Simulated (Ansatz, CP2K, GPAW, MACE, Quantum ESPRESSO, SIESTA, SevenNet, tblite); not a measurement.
**Amorphous polyisobutylene (as short chains C10H22) at 400 K (64 atoms): other programs against plane waves**

One geometry of amorphous polyisobutylene (as short chains C10H22) at 400 K (64 atoms) is solved by several programs and methods. How far do their forces lie from a plane-wave PBE run?

Results are calculated, not measured.

## (1) The structure

The cell holds 64 atoms (20 C and 44 H), with edges of 8.32, 8.32 and 8.32 Å. Recipe: 2 polyisobutylene chains of 2 units with methyl end groups placed at random, at 0.821 g/cm³; overlaps pushed apart, then 20 ps at 800 K with MMFF94 bonds, angles, torsions, charges and radii (Halgren, J. Comput. Chem. 17, 490 (1996)) in harmonic and 12-6 forms. Snapshot after 30 ps at 400 K and fixed volume. Then every atom was moved at random, 0.03 Å r.m.s. a Cartesian component (hydrogen 0.6 of that). The density is 0.821 g/cm³.

## (2) The reference input

Quantum ESPRESSO 7.5: Kohn-Sham DFT, PBE, SSSP efficiency 1.3.0 pseudopotentials, plane waves. Its input, pw.in:

```
&control
  calculation = 'scf'
  pseudo_dir = './pseudo'
  outdir = './tmp'
  disk_io = 'none'
  tprnfor = .true.
  tstress = .true.
/
&system
  ibrav = 0
  nat = 64
  ntyp = 2
  ecutwfc = 45
  ecutrho = 360
  nosym = .true.
  occupations = 'smearing'
  smearing = 'fd'
  degauss = 0.003675
/
&electrons
  conv_thr = 3.2e-07
  electron_maxstep = 100
  mixing_beta = 0.4
  mixing_mode = 'plain'
  diagonalization = 'david'
/
ATOMIC_SPECIES
C 12.011 C.upf
H 1.008 H.upf
CELL_PARAMETERS angstrom
8.31826 0.00000 0.00000
0.00000 8.31826 0.00000
0.00000 0.00000 8.31826
ATOMIC_POSITIONS crystal
C 0.59360 0.16654 0.11106
C 0.61641 0.22120 0.27984
C 0.50005 0.18472 0.40307
C 0.55768 0.22241 0.57876
[... 58 atom lines left out ...]
H 0.64379 0.78583 0.66121
H 0.67129 0.57145 0.64156
K_POINTS gamma
```

```console
$ OMP_NUM_THREADS=1 pw.x -in pw.in > output.txt
```

The job ended after 45 s (1 thread of Arm Neoverse V1, shared host; peak memory 0.63 GiB).

It converged with an r.m.s. force component of 1.5 eV/Å and a pressure of 4.3 GPa.

Its highest filled and lowest empty levels lie 5.38 eV apart on its k-points.

## (3) The other programs

- CP2K 2026.2: Gaussian basis with GTH pseudopotentials and a plane-wave density; labels give functional, basis (MOLOPT sets; SR short-range, UZH the newer set with its own potentials), grid cutoff/relative cutoff and solver (OT: orbital transformation; TRS4, TC2, SIGN: linear-scaling purification with its sparsity filter), or its built-in tight binding.
- GPAW 26.7.0: PAW with atomic orbitals (LCAO), plane waves or a real-space grid of spacing h.
- MACE: machine-learned potential, published weights.
- Quantum ESPRESSO 7.5: plane waves; labels (QE) give functional, pseudopotential set and cutoffs of waves/density.
- SIESTA 5.4.2: numerical atomic orbitals, whose automatically made sets are far from complete, with PseudoDojo norm-conserving potentials that we converted to its format (checked against plane waves on the same files for H, C, O, Si, Ge and Ca alone); labels give functional, basis size, energy shift and mesh cutoff.
- SevenNet: machine-learned potential, published weights.
- tblite 0.8.0: extended tight binding, driven from Python.

All use the same cell and atoms, and the electronic-structure runs the same k-mesh.

## (4) Side by side

Differences are against the reference: forces as r.m.s. over components, share as that over the reference's r.m.s. force, slope as the fitted ratio of a run's forces to the reference's.

```tsv
run	Δ force, r.m.s. (meV/Å)	share (%)	slope	Δ pressure (GPa)	Δ gap (eV)	cores	CPU time	memory (GiB)
reference	-	-	-	-	-	1	45 s	0.63
CP2K GFN1-xTB, OT DIIS	191	13.1	0.996	-1.86	-	1	2 s	0.3
CP2K LDA, DZVP-MOLOPT-SR, 450/50 Ry, OT CG	154	10.6	1.011	-2.04	1.46	2	6.5 min	0.63
CP2K PBE+D3(BJ), DZVP-MOLOPT-SR, 450/50 Ry, OT CG	58.2	4	1.028	-0.530	1.77	2	7 min	0.71
CP2K PBE, DZVP-MOLOPT-SR, 315/50 Ry, OT CG (coarse)	58.5	4.02	1.029	0.278	1.77	2	7 min	0.48
CP2K PBE, DZVP-MOLOPT-SR, 450/20 Ry, OT CG (coarse)	59.6	4.10	1.029	0.291	1.76	2	5.4 min	0.67
CP2K PBE, DZVP-MOLOPT-SR, 450/50 Ry, OT CG	59.0	4.06	1.029	0.276	1.77	2	7.1 min	0.67
CP2K PBE, DZVP-MOLOPT-SR, 450/50 Ry, diagonalisation	59.0	4.06	1.029	0.276	1.77	2	2.4 min	1.2
CP2K PBE, TZVP-UZH, 450/50 Ry, OT CG	30.9	2.12	1.016	0.522	0.763	4	6.2 min	1.3
CP2K PBEsol, PBE potentials, DZVP-MOLOPT-SR, 450/50 Ry, OT CG	106	7.27	1.036	0.184	1.71	2	7 min	0.67
GPAW PBE, LCAO dzp, h 0.2 Å	288	19.8	1.081	-	0.550	1	36 s	0.43
GPAW PBE, LCAO dzp, h 0.2 Å, other mixer settings	288	19.8	1.081	-	0.550	1	41 s	0.39
GPAW PBE, LCAO sz(dzp), h 0.2 Å (coarse)	1657	114	1.364	-	4.02	1	13 s	0.34
GPAW PBE, LCAO szp(dzp), h 0.2 Å (coarse)	1143	78.5	1.180	-	3.36	1	27 s	0.42
GPAW PBE, grid h 0.18 Å	7.52	0.517	1.001	-	0.0126	1	70 s	0.75
MACE MP-0b2 small potential	104	7.16	0.970	-0.0127	-	1	7.2 s	0.67
MACE MPA-0 medium potential	80.2	5.51	1.003	1.67	-	1	10 s	1.1
QE PBE+D3(BJ), sssp-1.3.0-efficiency, 45/360 Ry	4.32	0.297	0.999	-0.809	0	1	42 s	0.63
QE PBE, sssp-1.3.0-efficiency, 45/360 Ry, paro	0.185	0.013	1.000	0.003	-2.0e-4	2	53 s	0.66
SIESTA PBE, TZP, shift 0.01 Ry, mesh 300 Ry	334	23.0	1.096	3.46	0.518	2	70 s	0.73
SevenNet 0 potential	112	7.68	0.984	-0.148	-	1	9.1 s	0.99
tblite GFN1-xTB	190	13.1	0.996	-1.82	-	1	1.3 s	0.11
tblite GFN2-xTB	214	14.7	0.959	-2.19	-	1	5.6 s	0.11
```

Rows marked coarse use a setting chosen to be so.

Times of the machine-learned potentials are mostly Python's start and the loading of weights.

CPU time is summed over cores on shared hosts, so it is rough.

## (5) What came out

Forces lie from 0.013 % (QE PBE, sssp-1.3.0-efficiency, 45/360 Ry, paro) to 114 % (GPAW PBE, LCAO sz(dzp), h 0.2 Å, coarse) of the reference's r.m.s. force of 1.5 eV/Å away from it. Other PBE runs on plane waves or a grid: GPAW PBE, grid h 0.18 Å 0.52 % and QE PBE, sssp-1.3.0-efficiency, 45/360 Ry, paro 0.013 % of the r.m.s. force; the reference has errors of its own, so differences under a few per cent don't tell which side is nearer the exact PBE result. With the reference's own potentials and cutoffs, another solver or threshold moves forces by 0.013 % (QE PBE, sssp-1.3.0-efficiency, 45/360 Ry, paro). The PBE runs in local orbitals, coarse settings apart, differ by 2.1 % (CP2K PBE, TZVP-UZH, 450/50 Ry, OT CG) to 23 % (SIESTA PBE, TZP, shift 0.01 Ry, mesh 300 Ry); basis, grid and potentials can all enter.

Tight binding differs by 13 % (tblite GFN1-xTB) to 15 % (tblite GFN2-xTB); it is another model, with fitted parameters of its own, and the xTB methods hold dispersion. Machine-learned potentials differ by 5.5 % (MACE MPA-0 medium potential) to 7.7 % (SevenNet 0 potential); they were trained on other programs' data. In the reference's own program, potentials and cutoffs, a change of model alone moves forces by 0.30 % (QE PBE+D3(BJ), sssp-1.3.0-efficiency, 45/360 Ry). Other rows with another functional or a dispersion term differ by 4 % (CP2K PBE+D3(BJ), DZVP-MOLOPT-SR, 450/50 Ry, OT CG) to 11 % (CP2K LDA, DZVP-MOLOPT-SR, 450/50 Ry, OT CG), which mixes the change of model with differences of basis and potentials, some of them made for another functional. Runs with settings chosen to be coarse differ by 4.0 % (CP2K PBE, DZVP-MOLOPT-SR, 315/50 Ry, OT CG) to 114 % (GPAW PBE, LCAO sz(dzp), h 0.2 Å), their programs' other errors included. From CP2K PBE, DZVP-MOLOPT-SR, 315/50 Ry, OT CG to the finer CP2K PBE, DZVP-MOLOPT-SR, 450/50 Ry, diagonalisation the share goes from 4.02 to 4.06 %, so the grid isn't what parts these runs from the reference. Pressures at PBE, coarse settings apart, lie +0.00 to +3.46 GPa from the reference's. Gaps at PBE, coarse settings apart, lie -0.00 to +1.77 eV from the reference's.

**Limits.** The reference's pressure holds the uncorrected Pulay stress of its 45 Ry basis, so small pressure differences, may be the reference's own error. Machine-learned potentials mimic data converged in k, so the reference's own k-point error enters their differences. The network of contacts between molecules at the start is that of the classical potential that made the cell, and needn't be the one that DFT or experiment would give. The reference's PBE has no dispersion term, which matters for the binding between molecules or layers. The electronic-structure runs sample only Γ, in a cell whose shortest periodic width is 8 Å. The reference's 45/360 Ry lie under the cutoffs that SSSP recommends for H (60/480 Ry). Where levels are smeared, the DFT runs use Fermi–Dirac occupations at 580 K (0.05 eV), and energies are free energies. The atoms were displaced at random, and shares hang on the size of the forces that this gives. The reference's cutoffs and mesh weren't converged further here.

[Long decimals in the printed logs are rounded to 6 places.]

[Logs are printed without paths, hosts, clocks, repeated set-up lines and the standing remarks that a program may print on its own settings, such as how far it seeks lower states.]

[Hosts, paths, dates, database ids (printed as entryN), source tags and the programs' standing remarks are cut or masked in the printed files.]

[Only finished runs are shown, without SIESTA runs on faulty potentials for Cu, Fe, Ni or Zn; cells were taken only where this reference lay near another plane-wave run.]

[The MMFF94 radii named for the starting cell were scaled by 0.96; in molecules described by MMFF94, hydrogen bound to N, O or S took a small fixed 12-6 site in their place.]
